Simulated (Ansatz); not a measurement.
Two G0W0 runs on SnSe2/SnSSe (van der Waals superlattice) (P3m1).

The structure was built from a prototype and need not be the compound's stable phase.

It takes space group P3m1 (No. 156, trigonal). Conventional cell: a = 3.730 Å, b = 3.730 Å, c = 12.428 Å, α = 90.00°, β = 90.00°, γ = 120.00°. Nearest to Sn lie 6 Se at 2.68 to 2.69 Å. Nearest to Se lie 3 Sn at 2.69 Å. Nearest to Se lie 3 Sn at 2.68 Å. Sn has 3 S at 2.60 Å and 3 Se at 2.68 Å nearest. Nearest to S lie 3 Sn at 2.60 Å. Se has 3 Sn at 2.68 Å nearest. It derives from S1Se1Sn1. Farther neighbours and most contacts between anions are not listed.

```cif
data_structure
_symmetry_space_group_name_H-M 'P 1'
_symmetry_Int_Tables_number 1
_cell_length_a 3.7300
_cell_length_b 3.7300
_cell_length_c 12.4281
_cell_angle_alpha 90.000
_cell_angle_beta 90.000
_cell_angle_gamma 120.000
_cell_volume 149.75
loop_
_atom_site_label
_atom_site_type_symbol
_atom_site_fract_x
_atom_site_fract_y
_atom_site_fract_z
_atom_site_occupancy
Sn1 Sn 0.00000 0.00000 0.23767 1
Se2 Se 0.33333 0.66667 0.36698 1
Se3 Se 0.66667 0.33333 0.10892 1
Sn4 Sn 0.66667 0.33333 0.77261 1
S5 S 0.00000 0.00000 0.88914 1
Se6 Se 0.33333 0.66667 0.64402 1
```

The structure was relaxed with PBEsol-D3(BJ). The runs that relaxed it are not among those shown.

The first (Ansatz 0.2.0; start PBEsol, 6×6×2 mesh, 624 empty bands, screening to 150 eV, PAW set soft_1 files; 1 × NVIDIA H100 80GB HBM3 (shared by 6 runs) with 2 threads of AMD EPYC 7R13 (Zen 3), shared host) gave, on its mesh: starting gap 0.26 eV, G0W0 gap 0.81 eV, RPA ε∞ (mean) 10.49, 64 s.

Question: The second changes empty bands from 624 to 158 and screening cutoff (eV) from 150.0 to 60. What does it give?

It gave: starting gap 0.26 eV, G0W0 gap 0.75 eV, RPA ε∞ (mean) 10.60, 18 s. The G0W0 gap moves by −0.06 eV, +0.00 eV from the start and −0.06 eV from the correction. Σc changes by +0.46 eV at the valence top and +0.40 eV at the conduction bottom, and Σx − Vxc between them by +0.00 eV.

Limits: not at the basis limit; no spin-orbit coupling; coarse k mesh.

[Paths, hosts, dates, memory and timing lines, banners, echoed tables and standing remarks are left out of the program output.]

[Logs are printed without paths, hosts, clocks, repeated set-up lines and the standing remarks that a program may print on its own settings, such as how far it seeks lower states.]

[Runs of the session that timed out or met a known fault of the program may be left out.]

[Cells called generated may have been cut or substituted from an entry of the Crystallography Open Database or the Materials Project.]

[Hosts, paths, dates, database ids (printed as entryN), source tags and the programs' standing remarks are cut or masked in the printed files.]
